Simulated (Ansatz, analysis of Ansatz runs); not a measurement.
# Migration in CsLiBr2 (P4/nmm): F_i hop between interstitial places, charge −1, part 3 of 4

How high is the barrier when F changes place in CsLiBr2 (P4/nmm)? The case: F_i hop between interstitial places, charge −1, in a cell of 32 host atoms with 1 F put in.

Ansatz 0.2.0; plane-wave PAW DFT, PBEsol; nudged elastic band between two relaxed defect structures at fixed charge in a uniform background.

So far: Starting point; Relaxation of the start point, charge −1; Relaxation of the end point, charge −1.

## 4. Nudged elastic band, charge −1

7 movable images are laid between the ends on a pair-potential path, which keeps atoms from colliding in the first guess. Each image feels the true force across the path and a spring force along it. The highest image is set to climb to the top of the path.

This step: plane-wave PAW DFT, PBEsol; nudged elastic band between two relaxed defect structures at fixed charge in a uniform background.

Contents of qm1.neb/input.yaml:

```yaml
crystal:
  lattice:
    - [-5.10743538, 5.10743538, 9.81108197]
    - [5.10743538, -5.10743538, 9.81108197]
    - [5.10743538, 5.10743538, -9.81108197]
  atoms:
    - { symbol: Cs, position: [0.37849875, 0.16317393, 0.21511585] }
    - { symbol: Cs, position: [0.41029441, 0.64900847, 0.76161328] }
    - { symbol: Cs, position: [0.94810304, 0.16335684, 0.78475506] }
    - { symbol: Cs, position: [0.88717131, 0.64876356, 0.2382065] }
    - { symbol: Cs, position: [0.33681316, 0.12142022, 0.78470549] }
    - { symbol: Cs, position: [0.33716439, 0.55188293, 0.21523207] }
    - { symbol: Cs, position: [0.85146747, 0.08943405, 0.23834407] }
    - { symbol: Cs, position: [0.85124993, 0.6128988, 0.76167923] }
    - { symbol: Li, position: [0.03938862, 0.29512479, 0.25579438] }
    - { symbol: Li, position: [0.03897627, 0.78362708, 0.74416894] }
    - { symbol: Li, position: [0.54185653, 0.28376451, 0.74168697] }
    - { symbol: Li, position: [0.54204352, 0.80065759, 0.2585447] }
    - { symbol: Li, position: [0.20532226, 0.46086833, 0.74454703] }
    - { symbol: Li, position: [0.21695058, 0.95806577, 0.25877671] }
    - { symbol: Li, position: [0.7167235, 0.46082922, 0.25598782] }
    - { symbol: Li, position: [0.69971916, 0.95831816, 0.74180657] }
    - { symbol: Br, position: [0.05580809, 0.33791278, 0.71782359] }
    - { symbol: Br, position: [0.08830312, 0.83115092, 0.25680059] }
    - { symbol: Br, position: [0.6202894, 0.33769162, 0.2821952] }
    - { symbol: Br, position: [0.57451548, 0.83135313, 0.7432571] }
    - { symbol: Br, position: [0.1622632, 0.4443655, 0.28211443] }
    - { symbol: Br, position: [0.16183701, 0.88003326, 0.71765586] }
    - { symbol: Br, position: [0.6685644, 0.41220439, 0.74322079] }
    - { symbol: Br, position: [0.66891061, 0.92552726, 0.25671237] }
    - { symbol: Br, position: [0.0007187, 0.0007726, -0.00055582] }
    - { symbol: Br, position: [0.00045685, 0.50027821, 0.50048455] }
    - { symbol: Br, position: [0.50060632, 0.00051383, 0.50054487] }
    - { symbol: Br, position: [0.4989138, 0.49877385, -0.000512] }
    - { symbol: Br, position: [0.2498565, 0.24953927, 0.49944434] }
    - { symbol: Br, position: [0.25050882, 0.75050202, 0.00088119] }
    - { symbol: Br, position: [0.75019655, 0.25019229, 0.00022816] }
    - { symbol: Br, position: [0.74935355, 0.74985255, 0.49938776] }
    - { symbol: F, position: [0.25025056, 0.25000623, 3.828e-05] }
total_charge: -1
basis:
  ecutwfc: 420
  xc_grid: 2
hamiltonian:
  xc: pbesol
kpoints:
  mp_grid: { grid: [1, 1, 1] }
scf:
  occupations: { method: fixed }
  max_iter: 100
output:
  forces: true
neb:
  images: 7
  f_tol: 0.05
  climbing: true
  initial_path: idpp
  max_iterations: 45
  order_check: false
  optimiser: lbfgs
  final_atoms:
    - { symbol: Cs, position: [0.40017596, 0.16200275, 0.26469976] }
    - { symbol: Cs, position: [0.40009245, 0.63831506, 0.74086814] }
    - { symbol: Cs, position: [0.91444116, 0.13009212, 0.71817185] }
[... 1 atom line left out ...]
    - { symbol: Cs, position: [0.30331258, 0.08846982, 0.71806914] }
    - { symbol: Cs, position: [0.36449424, 0.60268751, 0.26451831] }
    - { symbol: Cs, position: [0.87275077, 0.08844631, 0.28752223] }
[... 2 atom lines left out ...]
    - { symbol: Li, position: [0.04648132, 0.7907798, 0.75849547] }
[... 2 atom lines left out ...]
    - { symbol: Li, position: [0.21202336, 0.46802264, 0.75863812] }
[... 3 atom lines left out ...]
    - { symbol: Br, position: [0.08898914, 0.37195864, 0.78520693] }
    - { symbol: Br, position: [0.08920379, 0.8068487, 0.22028222] }
[... 3 atom lines left out ...]
    - { symbol: Br, position: [0.19609781, 0.9137878, 0.7855181] }
[... 1 atom line left out ...]
    - { symbol: Br, position: [0.6309484, 0.91362512, 0.22022999] }
[... 8 atom lines left out ...]
    - { symbol: F, position: [0.00128124, 0.00167793, -0.497074] }
```

Launch:

```console
$ ansatz run input.yaml --threads 4 --pin off --max-ram 7536MiB --backend cpu --events-out ev --progress --plain --runs-dir out
```

Numbers of over 12 decimals in the logs are rounded to 6 here.

The program printed:

```text
[...]
Warning: neb: disabling space-group detection — the band's intermediate images generally break the endpoint symmetry, so no spatial operation reduces the k-mesh or symmetrises the density, except that a semilocal band can use its path's symmetry ahead of [...]
[...]
parallel-image band execution: 4 concurrent image workers
NEB image 0
Crystal: 33 atoms, lattice volume = 1023.723 Å³
Basis set: ecut = 420 eV, 20049 PW (Γ), exchange–correlation on 180×180×180 points (8 copies of the dense FFT grid, shifted against one another)
Bands: 141, of which v1, the nominal top of the filled ones, is band 108 counted from 1 (107 counted from 0)
Symmetry: 1 space group operations
k-points: 1
[...]
SCF iter   1: F=—  HF=-90943.523845 eV  |F-HF|=—  |Δ(HF+E_count)|=         —  Δρ=5.95e-3  dr2=3.35e-1  ethr=1.77e-3  ⟨swp⟩=7.0  Hψ=470  notcnv=0  defer=30
[...]
SCF iter   8: F=-90943.437970 eV  HF=-90943.437970 eV  |F-HF|=7.54e-8  |Δ(HF+E_count)|=   8.09e-7  Δρ=1.20e-6  dr2=3.26e-8  ethr=4.63e-11  ⟨swp⟩=5.0  Hψ=492  notcnv=0
SCF 1 converged in 8 iterations: F = -90943.437970 eV  dr2 = 3.26e-8
[...]
NSCF: frozen V_eff on 1 k-points
NEB image 8
SCF iter   1: F=—  HF=-90943.523604 eV  |F-HF|=—  |Δ(HF+E_count)|=         —  Δρ=5.95e-3  dr2=3.35e-1  ethr=1.77e-3  ⟨swp⟩=7.0  Hψ=470  notcnv=0  defer=30
[...]
SCF iter   8: F=-90943.438031 eV  HF=-90943.438030 eV  |F-HF|=7.77e-8  |Δ(HF+E_count)|=   8.13e-7  Δρ=1.21e-6  dr2=3.37e-8  ethr=4.63e-11  ⟨swp⟩=5.0  Hψ=534  notcnv=0
SCF 2 converged in 8 iterations: F = -90943.438031 eV  dr2 = 3.37e-8
[...]
NEB end point (image 0): max|allowed force component| = 7.591e-3 eV/Å (the criterion of neb.relax_end_points is 1.000e-2)
NEB end point (image 8): max|allowed force component| = 4.882e-3 eV/Å (the criterion of neb.relax_end_points is 1.000e-2)
NEB image 1
SCF iter   1: F=—  HF=-90943.345294 eV  |F-HF|=—  |Δ(HF+E_count)|=         —  Δρ=5.77e-3  dr2=3.13e-1  ethr=1.77e-3  ⟨swp⟩=7.0  Hψ=470  notcnv=0  defer=30
[...]
SCF iter   8: F=-90943.266636 eV  HF=-90943.266636 eV  |F-HF|=6.79e-8  |Δ(HF+E_count)|=   1.07e-6  Δρ=1.11e-6  dr2=2.89e-8  ethr=4.63e-11  ⟨swp⟩=5.0  Hψ=523  notcnv=0
SCF 3 converged in 8 iterations: F = -90943.266636 eV  dr2 = 2.89e-8
NEB image 2
SCF iter   1: F=—  HF=-90943.005362 eV  |F-HF|=—  |Δ(HF+E_count)|=         —  Δρ=5.40e-3  dr2=2.75e-1  ethr=1.77e-3  ⟨swp⟩=7.0  Hψ=469  notcnv=0  defer=30
[...]
SCF iter   8: F=-90942.935933 eV  HF=-90942.935932 eV  |F-HF|=4.90e-8  |Δ(HF+E_count)|=   1.05e-6  Δρ=1.14e-6  dr2=2.72e-8  ethr=4.63e-11  ⟨swp⟩=5.0  Hψ=536  notcnv=0
SCF 4 converged in 8 iterations: F = -90942.935933 eV  dr2 = 2.72e-8
NEB image 3
SCF iter   1: F=—  HF=-90942.653888 eV  |F-HF|=—  |Δ(HF+E_count)|=         —  Δρ=4.98e-3  dr2=2.49e-1  ethr=1.77e-3  ⟨swp⟩=6.0  Hψ=468  notcnv=0  defer=30
[...]
SCF iter   8: F=-90942.587096 eV  HF=-90942.587096 eV  |F-HF|=3.48e-8  |Δ(HF+E_count)|=   9.23e-7  Δρ=1.05e-6  dr2=2.52e-8  ethr=4.63e-11  ⟨swp⟩=5.0  Hψ=486  notcnv=0
SCF 5 converged in 8 iterations: F = -90942.587096 eV  dr2 = 2.52e-8
NEB image 4
SCF iter   1: F=—  HF=-90942.494519 eV  |F-HF|=—  |Δ(HF+E_count)|=         —  Δρ=4.84e-3  dr2=2.46e-1  ethr=1.77e-3  ⟨swp⟩=7.0  Hψ=470  notcnv=0  defer=29
[...]
SCF iter   8: F=-90942.426972 eV  HF=-90942.426972 eV  |F-HF|=3.71e-8  |Δ(HF+E_count)|=   9.65e-7  Δρ=1.13e-6  dr2=2.96e-8  ethr=4.63e-11  ⟨swp⟩=5.0  Hψ=499  notcnv=0
SCF 6 converged in 8 iterations: F = -90942.426972 eV  dr2 = 2.96e-8
NEB image 5
SCF iter   1: F=—  HF=-90942.653189 eV  |F-HF|=—  |Δ(HF+E_count)|=         —  Δρ=4.98e-3  dr2=2.49e-1  ethr=1.77e-3  ⟨swp⟩=6.0  Hψ=468  notcnv=0  defer=30
[...]
SCF iter   8: F=-90942.586709 eV  HF=-90942.586709 eV  |F-HF|=3.47e-8  |Δ(HF+E_count)|=   9.03e-7  Δρ=1.08e-6  dr2=2.61e-8  ethr=4.63e-11  ⟨swp⟩=5.0  Hψ=486  notcnv=0
SCF 7 converged in 8 iterations: F = -90942.586709 eV  dr2 = 2.61e-8
NEB image 6
SCF iter   1: F=—  HF=-90943.004791 eV  |F-HF|=—  |Δ(HF+E_count)|=         —  Δρ=5.41e-3  dr2=2.75e-1  ethr=1.77e-3  ⟨swp⟩=7.0  Hψ=469  notcnv=0  defer=30
[...]
SCF iter   8: F=-90942.935117 eV  HF=-90942.935117 eV  |F-HF|=5.52e-8  |Δ(HF+E_count)|=   9.01e-7  Δρ=1.09e-6  dr2=2.84e-8  ethr=4.63e-11  ⟨swp⟩=5.0  Hψ=499  notcnv=0
SCF 8 converged in 8 iterations: F = -90942.935117 eV  dr2 = 2.84e-8
NEB image 7
SCF iter   1: F=—  HF=-90943.345060 eV  |F-HF|=—  |Δ(HF+E_count)|=         —  Δρ=5.77e-3  dr2=3.13e-1  ethr=1.77e-3  ⟨swp⟩=7.0  Hψ=470  notcnv=0  defer=30
[...]
SCF iter   8: F=-90943.265904 eV  HF=-90943.265904 eV  |F-HF|=6.80e-8  |Δ(HF+E_count)|=   1.08e-6  Δρ=1.11e-6  dr2=2.87e-8  ethr=4.63e-11  ⟨swp⟩=5.0  Hψ=523  notcnv=0
SCF 9 converged in 8 iterations: F = -90943.265904 eV  dr2 = 2.87e-8
NEB iter   1: max|band force component| = 5.479e-1 eV/Å  barrier→ = 1.0110 eV  barrier← = 1.0111 eV  Δτ_max = 0.0111 Å  (72 SCF iters)
NEB image 1
[...]
SCF iter   5: F=-90943.269185 eV  HF=-90943.269185 eV  |F-HF|=7.71e-10  |Δ(HF+E_count)|=   2.55e-8  Δρ=9.47e-7  dr2=8.93e-9  ethr=4.63e-11  ⟨swp⟩=5.0  Hψ=446  notcnv=0
SCF 10 converged in 5 iterations: F = -90943.269185 eV  dr2 = 8.93e-9
NEB image 2
[...]
SCF iter   4: F=-90942.939368 eV  HF=-90942.939368 eV  |F-HF|=4.15e-8  |Δ(HF+E_count)|=   5.33e-8  Δρ=2.91e-6  dr2=7.11e-8  ethr=4.63e-11  ⟨swp⟩=5.0  Hψ=517  notcnv=0
SCF 11 converged in 4 iterations: F = -90942.939368 eV  dr2 = 7.11e-8
NEB image 3
[...]
SCF iter   5: F=-90942.599337 eV  HF=-90942.599337 eV  |F-HF|=4.05e-9  |Δ(HF+E_count)|=   6.31e-7  Δρ=2.24e-6  dr2=5.90e-8  ethr=4.63e-11  ⟨swp⟩=4.0  Hψ=574  notcnv=0
SCF 12 converged in 5 iterations: F = -90942.599337 eV  dr2 = 5.90e-8
NEB image 4
[...]
SCF iter   6: F=-90942.447042 eV  HF=-90942.447042 eV  |F-HF|=6.56e-9  |Δ(HF+E_count)|=   3.86e-8  Δρ=8.30e-7  dr2=7.85e-9  ethr=4.63e-11  ⟨swp⟩=5.0  Hψ=448  notcnv=0
SCF 13 converged in 6 iterations: F = -90942.447042 eV  dr2 = 7.85e-9
NEB image 5
[...]
SCF iter   5: F=-90942.599001 eV  HF=-90942.599001 eV  |F-HF|=3.99e-9  |Δ(HF+E_count)|=   6.35e-7  Δρ=2.25e-6  dr2=5.90e-8  ethr=4.63e-11  ⟨swp⟩=4.0  Hψ=575  notcnv=0
SCF 14 converged in 5 iterations: F = -90942.599001 eV  dr2 = 5.90e-8
NEB image 6
[...]
NEB iter  16: max|band force component| = 5.955e-2 eV/Å  barrier→ = 0.8134 eV  barrier← = 0.8134 eV  CI = image 4  Δτ_max = 0.0079 Å  (36 SCF iters)
NEB iter  17: max|band force component| = 9.082e-2 eV/Å  barrier→ = 0.8127 eV  barrier← = 0.8127 eV  CI = image 4  Δτ_max = 0.0017 Å  (36 SCF iters)
NEB iter  18: max|band force component| = 7.244e-2 eV/Å  barrier→ = 0.8123 eV  barrier← = 0.8124 eV  CI = image 4  Δτ_max = 0.0130 Å  (23 SCF iters)
NEB iter  19: max|band force component| = 3.955e-2 eV/Å  barrier→ = 0.8105 eV  barrier← = 0.8105 eV  CI = image 4  Δτ_max = 0.0462 Å  (35 SCF iters)
NEB iter  20: max|band force component| = 4.460e-2 eV/Å  barrier→ = 0.8030 eV  barrier← = 0.8031 eV  CI = image 4  Δτ_max = 0.0930 Å  (7 SCF iters)
NEB iter  21: max|band force component| = 1.671e-1 eV/Å  barrier→ = 0.8101 eV  barrier← = 0.8102 eV  CI = image 4  Δτ_max = 0.0465 Å  (7 SCF iters)
NEB image 1
[...]
SCF iter   7: F=-90943.354026 eV  HF=-90943.354026 eV  |F-HF|=3.03e-8  |Δ(HF+E_count)|=   2.14e-7  Δρ=9.98e-7  dr2=1.51e-8  ethr=4.63e-11  ⟨swp⟩=4.0  Hψ=453  notcnv=0
SCF 138 converged in 7 iterations: F = -90943.354026 eV  dr2 = 1.51e-8
NEB image 2
[...]
SCF iter   7: F=-90943.056642 eV  HF=-90943.056642 eV  |F-HF|=2.84e-8  |Δ(HF+E_count)|=   9.45e-8  Δρ=1.24e-6  dr2=1.59e-8  ethr=4.63e-11  ⟨swp⟩=5.0  Hψ=452  notcnv=0
SCF 139 converged in 7 iterations: F = -90943.056642 eV  dr2 = 1.59e-8
NEB image 3
[...]
SCF iter   7: F=-90942.755138 eV  HF=-90942.755138 eV  |F-HF|=1.83e-8  |Δ(HF+E_count)|=   2.00e-7  Δρ=1.12e-6  dr2=1.56e-8  ethr=4.63e-11  ⟨swp⟩=4.0  Hψ=454  notcnv=0
SCF 140 converged in 7 iterations: F = -90942.755138 eV  dr2 = 1.56e-8
NEB image 4
[...]
SCF iter   7: F=-90942.633385 eV  HF=-90942.633385 eV  |F-HF|=7.73e-9  |Δ(HF+E_count)|=   1.02e-7  Δρ=9.43e-7  dr2=8.57e-9  ethr=4.63e-11  ⟨swp⟩=5.0  Hψ=449  notcnv=0
SCF 141 converged in 7 iterations: F = -90942.633385 eV  dr2 = 8.57e-9
NEB image 5
[...]
SCF iter   7: F=-90942.754471 eV  HF=-90942.754471 eV  |F-HF|=1.73e-8  |Δ(HF+E_count)|=   1.84e-7  Δρ=1.15e-6  dr2=1.69e-8  ethr=4.63e-11  ⟨swp⟩=4.0  Hψ=454  notcnv=0
SCF 142 converged in 7 iterations: F = -90942.754471 eV  dr2 = 1.69e-8
NEB image 6
[...]
SCF iter   7: F=-90943.054848 eV  HF=-90943.054848 eV  |F-HF|=2.89e-8  |Δ(HF+E_count)|=   2.05e-7  Δρ=1.15e-6  dr2=1.58e-8  ethr=4.63e-11  ⟨swp⟩=4.0  Hψ=453  notcnv=0
SCF 143 converged in 7 iterations: F = -90943.054848 eV  dr2 = 1.58e-8
NEB image 7
[...]
SCF iter   7: F=-90943.352467 eV  HF=-90943.352467 eV  |F-HF|=3.30e-8  |Δ(HF+E_count)|=   2.33e-7  Δρ=1.03e-6  dr2=1.57e-8  ethr=4.63e-11  ⟨swp⟩=4.0  Hψ=453  notcnv=0
SCF 144 converged in 7 iterations: F = -90943.352467 eV  dr2 = 1.57e-8
NEB image 1
[...]
NEB image 2
[...]
NEB image 3
[...]
NEB image 5
[...]
NEB image 6
[...]
NEB image 7
[...]
NEB image 4
[...]
the band table was solved once a step of the walk had ended and its energy, with any forces and stress, was formed, with the checks that follow a solve (816 applications of the Hamiltonian). They found nothing against the state; [...]
NEB iter  22: max|band force component| = 4.345e-2 eV/Å  barrier→ = 0.8046 eV  barrier← = 0.8046 eV  CI = image 4  Δτ_max = 0.0000 Å  (49 SCF iters)
SCF converged after 7 iterations
Free energy (F): -90942.633385 eV
[...]
Internal energy: -90942.633385 eV  (E = F + TS)
E sigma→0 (E₀):  -90942.633385 eV
Fermi energy:    3.121793 eV
[...]
--- Forces (eV/Å), atoms counted from 1 ---
  atom   1  Cs     0.00911310    -0.00848604    -0.00100947
  atom   2  Cs     0.01017659    -0.01011667    -0.00724616
  atom   3  Cs    -0.00788235     0.00792392    -0.03298983
  [... 1 atom left out ...]
  atom   5  Cs     0.01095977    -0.01126307     0.04345050
  atom   6  Cs    -0.00596257     0.00909564    -0.00181924
  [... 3 atoms left out ...]
  atom  10  Li     0.00478527    -0.00501867     0.00070121
  [... 6 atoms left out ...]
  atom  17  Br    -0.01248252     0.01253053    -0.00641045
  atom  18  Br    -0.00826752     0.00583323    -0.00693062
  [... 3 atoms left out ...]
  atom  22  Br    -0.01881252     0.01884192    -0.01118628
  [... 1 atom left out ...]
  atom  24  Br     0.00637616    -0.00896516     0.00587102
  [... 8 atoms left out ...]
  atom  33  F      0.00713554    -0.00707174     0.02015439
  max |Σ_I F_I| component: 5.48e-6 eV/Å
--- Band table (eV) ---
[...]
this run last wrote the band of iteration 22 to <dir>; this run last wrote the band within `neb.f_tol` of iteration 20 to <dir>
--- NEB band (9 images, 22 band iterations, 797 SCF iterations) ---
  forward barrier  = 0.804584 eV
  backward barrier = 0.804645 eV
  climbing image's point = of an order that was not read
  energies are F+E_penalty+E_count in eV, relative to image 0
  image     s (Å)  Δ vs image 0  max|band force component| (eV/Å)
      0    0.0000      0.000000                                 —
      1    0.5770      0.083943                          1.357e-2
      2    1.1528      0.381328                          9.832e-3
      3    1.7284      0.682832                          2.850e-2
  *   4    2.3097      0.804584                          4.345e-2
      5    2.8895      0.683499                          2.860e-2
      6    3.4637      0.383122                          9.939e-3
      7    4.0381      0.085503                          1.343e-2
      8    4.6130     -0.000061                                 —
  climbing-image geometry (image 4):
  cell:  # Å, volume = 1023.7235 Å³
    - [-5.10743538, 5.10743538, 9.81108197]
    - [5.10743538, -5.10743538, 9.81108197]
    - [5.10743538, 5.10743538, -9.81108197]
  atoms:
    - { symbol: Cs, position: [0.394599, 0.140512, 0.231295] }
    - { symbol: Cs, position: [0.421027, 0.630938, 0.751363] }
    - { symbol: Cs, position: [0.912833, 0.147777, 0.751379] }
    - { symbol: Cs, position: [0.914721, 0.660619, 0.271527] }
    - { symbol: Cs, position: [0.337899, 0.102675, 0.751436] }
    - { symbol: Cs, position: [0.336925, 0.589505, 0.229918] }
    - { symbol: Cs, position: [0.858438, 0.111007, 0.272941] }
    - { symbol: Cs, position: [0.828828, 0.621176, 0.751410] }
    - { symbol: Li, position: [0.042466, 0.291737, 0.249444] }
    - { symbol: Li, position: [0.048084, 0.780052, 0.751405] }
    - { symbol: Li, position: [0.547488, 0.287114, 0.751391] }
    - { symbol: Li, position: [0.544396, 0.793653, 0.253313] }
    - { symbol: Li, position: [0.202652, 0.471972, 0.751467] }
    - { symbol: Li, position: [0.209443, 0.959367, 0.253203] }
    - { symbol: Li, position: [0.707654, 0.457556, 0.249614] }
    - { symbol: Li, position: [0.704127, 0.964883, 0.751438] }
    - { symbol: Br, position: [0.051359, 0.384772, 0.751422] }
    - { symbol: Br, position: [0.076883, 0.831059, 0.243671] }
    - { symbol: Br, position: [0.584633, 0.338786, 0.259153] }
    - { symbol: Br, position: [0.572771, 0.843471, 0.751436] }
    - { symbol: Br, position: [0.175661, 0.419790, 0.259309] }
    - { symbol: Br, position: [0.197890, 0.869385, 0.751412] }
    - { symbol: Br, position: [0.678624, 0.408523, 0.751427] }
    - { symbol: Br, position: [0.667724, 0.911831, 0.243433] }
    - { symbol: Br, position: [0.000524, 4.6464247382104514e-5, 0.001315] }
    - { symbol: Br, position: [-0.003852, 0.496019, 0.491359] }
    - { symbol: Br, position: [0.500321, 0.000147, 0.499842] }
    - { symbol: Br, position: [0.500474, 0.500811, 0.000994] }
    - { symbol: Br, position: [0.250915, 0.251105, 0.501641] }
    - { symbol: Br, position: [0.256160, 0.756174, 0.011546] }
    - { symbol: Br, position: [0.751872, 0.251838, 0.003068] }
    - { symbol: Br, position: [0.750599, 0.750001, 0.501334] }
    - { symbol: F, position: [0.125047, 0.126527, -0.248557] }
```

Run time: 8.6 min. Hardware: 4 threads of Arm Neoverse V1, shared host; peak memory 3.6 GiB.

In the SCF lines HF is the Harris–Foulkes energy and dr2 the Hartree energy of the density residual, in eV; the loop may stop once dr2 is under the threshold and the program's other checks hold. Hψ counts applications of the Hamiltonian.

Images along the path:

```csv
image,path (Å),energy (eV),"F33: x, y, z (Å)"
0,0.000,0.0000,"-0.001, 0.001, 4.908"
1,0.577,0.0839,"-0.212, -0.223, 4.917"
2,1.153,0.3813,"-0.526, -0.552, 4.924"
3,1.728,0.6828,"-0.886, -0.907, 4.918"
4,2.310,0.8046,"-1.262, -1.277, 4.907"
5,2.890,0.6835,"-1.631, -1.652, 4.918"
6,3.464,0.3831,"-1.985, -2.012, 4.924"
7,4.038,0.0855,"-2.314, -2.326, 4.916"
8,4.613,-0.0001,"-2.537, -2.541, 4.906"
```

Numbers from this step:

```yaml
free_energy: -90942.6334 eV
barrier_forward: 0.8046 eV
barrier_backward: 0.8046 eV
end_less_start: -6.09e-5 eV
hop_length: 3.591 Å
```

Track of the atom that was set to move:

```csv
image,x (Å),y (Å),z (Å),nearest neighbour,distance (Å)
0,-0.001,0.001,4.908,Cs,2.779
1,-0.212,-0.223,4.917,Cs,2.712
2,-0.526,-0.552,4.924,Cs,2.613
3,-0.886,-0.907,4.918,Cs,2.545
4,-1.262,-1.277,4.907,Cs,2.52
5,-1.631,-1.652,4.918,Cs,2.544
6,-1.985,-2.012,4.924,Cs,2.613
7,-2.314,-2.326,4.916,Cs,2.711
8,-2.537,-2.541,4.906,Cs,2.781
```

The band met its tolerance of 0.05 eV/Å after 22 iterations, with image 4 on top (the start counts as 0). F33, which moves farthest between the ends, has 4 Cs at 2.78 Å nearest at the start and 2 Cs at 2.52 Å at the top.

[end of part 3 of 4]

[Logs are printed without paths, hosts, clocks, repeated set-up lines and the standing remarks that a program may print on its own settings, such as how far it seeks lower states.]

[Hosts, paths, dates, database ids (printed as entryN), source tags and the programs' standing remarks are cut or masked in the printed files.]
